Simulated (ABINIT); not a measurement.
# A GW chain in ABINIT: Cs2KYF6 (Fm-3m)

Aim: the G0W0 gap of Cs2KYF6 (Fm-3m) on PBEsol, step by step.

Calculated with ABINIT 10.8.3; PBEsol and many-body steps on it, plane waves.

Report form: the programs' logs are mostly left out.

**1. The structure**

It takes space group Fm-3m (No. 225, cubic). Conventional cell: a = 9.445 Å, b = 9.445 Å, c = 9.445 Å, α = 90.00°, β = 90.00°, γ = 90.00°. Nearest to K lie 6 F at 2.60 Å. Cs has 12 F at 3.35 Å nearest. Y has 6 F at 2.13 Å nearest. Nearest to F lie 1 Y at 2.13 Å and 1 K at 2.60 Å and 4 Cs at 3.35 Å. Farther neighbours and most contacts between anions are not listed.

The cell and positions come from the Crystallography Open Database and are kept as given unless a step says otherwise. Spin-orbit coupling is left out unless a step names it.

**2. Ground state**

This step: ABINIT 10.8.3; DFT, PBEsol, plane waves, norm-conserving pseudopotentials.

The ground-state density comes first.

run.abi

```
acell 3*1.0 Angstrom
rprim 
  0.000000000000 4.722500000000 4.722500000000
  4.722500000000 0.000000000000 4.722500000000
  4.722500000000 4.722500000000 -0.000000000000
ntypat 4
znucl 19 55 39 9
natom 10
typat 1 2 2 3 4 4 4 4 4 4
xred 
  0.500000000000 0.500000000000 0.500000000000
  0.250000000000 0.250000000000 0.250000000000
  0.750000000000 0.750000000000 0.750000000000
  0.000000000000 0.000000000000 0.000000000000
  0.775000000000 0.225000000000 0.225000000000
  0.225000000000 0.775000000000 0.225000000000
  0.225000000000 0.775000000000 0.775000000000
  0.775000000000 0.225000000000 0.775000000000
  0.225000000000 0.225000000000 0.775000000000
  0.775000000000 0.775000000000 0.225000000000
pp_dirpath "pseudos"
pseudos "K.upf, Cs.upf, Y.upf, F.upf"
ecut 36
ngkpt 4 4 4
nshiftk 1
shiftk 0 0 0
kptopt 1
chksymbreak 0
nband 49
occopt 1
tolvrs 1e-08
nstep 60
prtwf 0
optforces 0
optstress 0
indata_prefix "in"
outdata_prefix "out"
tmpdata_prefix "tmp"
```

Started as:

```bash
$ OMP_NUM_THREADS=1 mpirun -n 4 abinit run.abi > log
```

The job ended after 2 min (4 MPI ranks of Arm Neoverse V1, shared host; peak memory 0.69 GiB).

Numbers from this step:

| Quantity | Value |
| --- | --- |
| total energy | -7226.9756 eV |
| gap | 6.587 eV |
| k of the valence top | 0, 0, 0 |
| k of the conduction bottom | 0, 0, 0 |
| least direct gap | 6.587 eV |

The gap is direct, at Γ.

**3. Empty states on the mesh, 2×2×2 mesh, 257 bands**

The sums over transitions need many empty states on a uniform mesh; this step solves for them.

run.abi: that of step 2 with these lines changed.

```diff
@@ -23,3 +23,3 @@
 ecut 36
-ngkpt 4 4 4
+ngkpt 2 2 2
 nshiftk 1
@@ -28,9 +28,10 @@
 chksymbreak 0
-nband 49
-occopt 1
-tolvrs 1e-08
+iscf -2
+irdden 1
+istwfk *1
+nband 257
+nbdbuf 22
+tolwfr 1e-09
 nstep 60
-prtwf 0
-optforces 0
-optstress 0
+prtvol 0
 indata_prefix "in"
```

Started as:

```bash
$ OMP_NUM_THREADS=1 mpirun -n 3 abinit run.abi > log
```

Run time: 5 min. Hardware: 3 MPI ranks; peak memory 0.54 GiB.

Numbers from this step:

```yaml
gap: 6.587 eV
k_of_the_valence_top: 0, 0, 0
k_of_the_conduction_bottom: 0, 0, 0
least_direct_gap: 6.587 eV
k_points_computed: 3
lowest_point_of_the_top_converged_band_above_the_valence_top: 50.1811 eV
```

On this mesh the gap is 6.587 eV.

**4. Screening, 2×2×2 mesh, 235 bands, screening to 130.6 eV**

The RPA dielectric matrix is built and inverted for each q.

This step: RPA screening on PBEsol, plane waves, norm-conserving pseudopotentials.

run.abi: that of step 3 with these lines changed.

```diff
@@ -28,10 +28,11 @@
 chksymbreak 0
-iscf -2
-irdden 1
 istwfk *1
-nband 257
-nbdbuf 22
-tolwfr 1e-09
-nstep 60
-prtvol 0
+occopt 1
+irdwfk 1
+optdriver 3
+nband 235
+ecuteps 4.8
+inclvkb 2
+awtr 1
+symchi 1
 indata_prefix "in"
```

Started as:

```bash
$ OMP_NUM_THREADS=1 mpirun -n 4 abinit run.abi > log
```

The job ended after 4 min (4 MPI ranks; peak memory 3.7 GiB; 16 min of CPU time).

Numbers from this step:

```
ε∞ with local fields, on this mesh, along the program's q direction : 2.128
the same without local fields                                       : 2.401
plasma frequency                                                    : 22.88 eV
plane waves in the screening matrix                                 : 725
```

Local fields lower ε∞ by 11 %. On a Γ-centred mesh this coarse the value itself is usually too large, while a short band sum pulls it down.

**5. Self-energy, 2×2×2 mesh, 235 bands, screening to 130.6 eV**

The self-energy is evaluated for the states that the input lists, and the levels follow from it, in one-shot runs by the linearised quasiparticle equation.

This step: G0W0 on PBEsol, plane waves, norm-conserving pseudopotentials.

run.abi: that of step 4 with these lines changed.

```diff
@@ -31,8 +31,15 @@
 irdwfk 1
-optdriver 3
+optdriver 4
 nband 235
+gwcalctyp 0
+ecutsigx 36
+symsigma 1
+nkptgw 1
+kptgw 
+  0.0000000000 0.0000000000 0.0000000000
+bdgw 
+  38 43
 ecuteps 4.8
-inclvkb 2
-awtr 1
-symchi 1
+irdscr 1
+ppmodel 1
 indata_prefix "in"
```

Elapsed: 36 s, on 4 MPI ranks; peak memory 2.5 GiB.

This step gave:

- G0W0 gap on the points computed: 9.649 eV
- starting gap on the mesh: 6.587 eV
- k of the valence top: 0, 0, 0
- k of the conduction bottom: 0, 0, 0
- Z at the valence top: 0.799
- Z at the conduction bottom: 0.894
- least direct G0W0 gap on the computed points: 9.649 eV

The gap on the mesh goes from 6.59 eV to 9.65 eV, a correction of +3.06 eV.

Limits: finite bands, cutoff and mesh; no spin-orbit coupling; coarse k mesh. v1 is the top filled band, c1 the lowest empty one. Levels before and after the correction, in eV, zero at the valence-band top of each column:

|  | conduction bottom | valence top |
| --- | --- | --- |
| Kohn-Sham | 6.59 | 0.00 |
| G0W0 | 9.65 | 0.00 |

|  | level | energy (eV) |
| --- | --- | --- |
| Kohn-Sham | Γ v3-v1 | 0.000 |
| Kohn-Sham | Γ c1 | 6.587 |
| Kohn-Sham | Γ c2-c3 | 7.965 |
| G0W0 | Γ v3-v1 | 0.000 |
| G0W0 | Γ c1 | 9.649 |
| G0W0 | Γ c2-c3 | 11.142 |

**6. Where the time went**

Times are wall times on the hardware named with each run, good to a factor of about two.

| step | time | share | memory (GiB) |
| --- | --- | --- | --- |
| ground state | 2 min | 17 % | 0.69 |
| empty states on the mesh | 5 min | 43 % | 0.54 |
| screening | 4 min | 34 % | 3.7 |
| self-energy | 36 s | 5 % | 2.5 |

**7. What came out**

```
PBEsol gap           : 6.59 eV, direct
G0W0 gap on the mesh : 9.65 eV
GW settings          : 2×2×2 mesh, 235 bands, screening to 130.6 eV, Godby-Needs plasmon pole
known limits         : not at the basis limit; no spin-orbit coupling; coarse k mesh
```

In words: G0W0 moves the gap on the mesh from 6.59 eV to 9.65 eV (+3.06 eV), with Z of 0.80 and 0.89 at the edges. Local fields lower the RPA ε∞ on this mesh from 2.40 to 2.13; a Γ-centred mesh this coarse tends to raise both, most where the direct gap is narrow, while a short band sum lowers them. Only 1 of the mesh's irreducible points was corrected, so a valley elsewhere could overtake. Bands and cutoff are finite, so the gap is not at the basis limit. The miss can reach some tenths of an eV and take either sign; the mesh is an error of its own. In the G0W0 run levels were corrected at 1 k point alone, so a gap called «on the mesh» is the least over those, and an edge elsewhere would be missed. The 2×2×2 mesh is coarse for this cell, which bears on the long-range parts of exchange and screening. The many-body steps are scalar-relativistic: spin-orbit coupling is not in them.

[Paths, hosts, dates, memory and timing lines, banners, echoed tables and standing remarks are left out of the program output.]

[Logs are printed without paths, hosts, clocks, repeated set-up lines and the standing remarks that a program may print on its own settings, such as how far it seeks lower states.]

[Runs of the session that timed out or met a known fault of the program may be left out.]

[Hosts, paths, dates, database ids (printed as entryN), source tags and the programs' standing remarks are cut or masked in the printed files.]

[G0W0 gaps are taken among the corrected bands and points alone; a level outside them can change the order at an edge.]

[Where Ansatz stands beside ABINIT at settings called matched, ABINIT's density can come from a denser mesh and the files from another edition; pairs whose starting gaps differed by over 0.03 eV were left out, so agreement reads better than it is.]
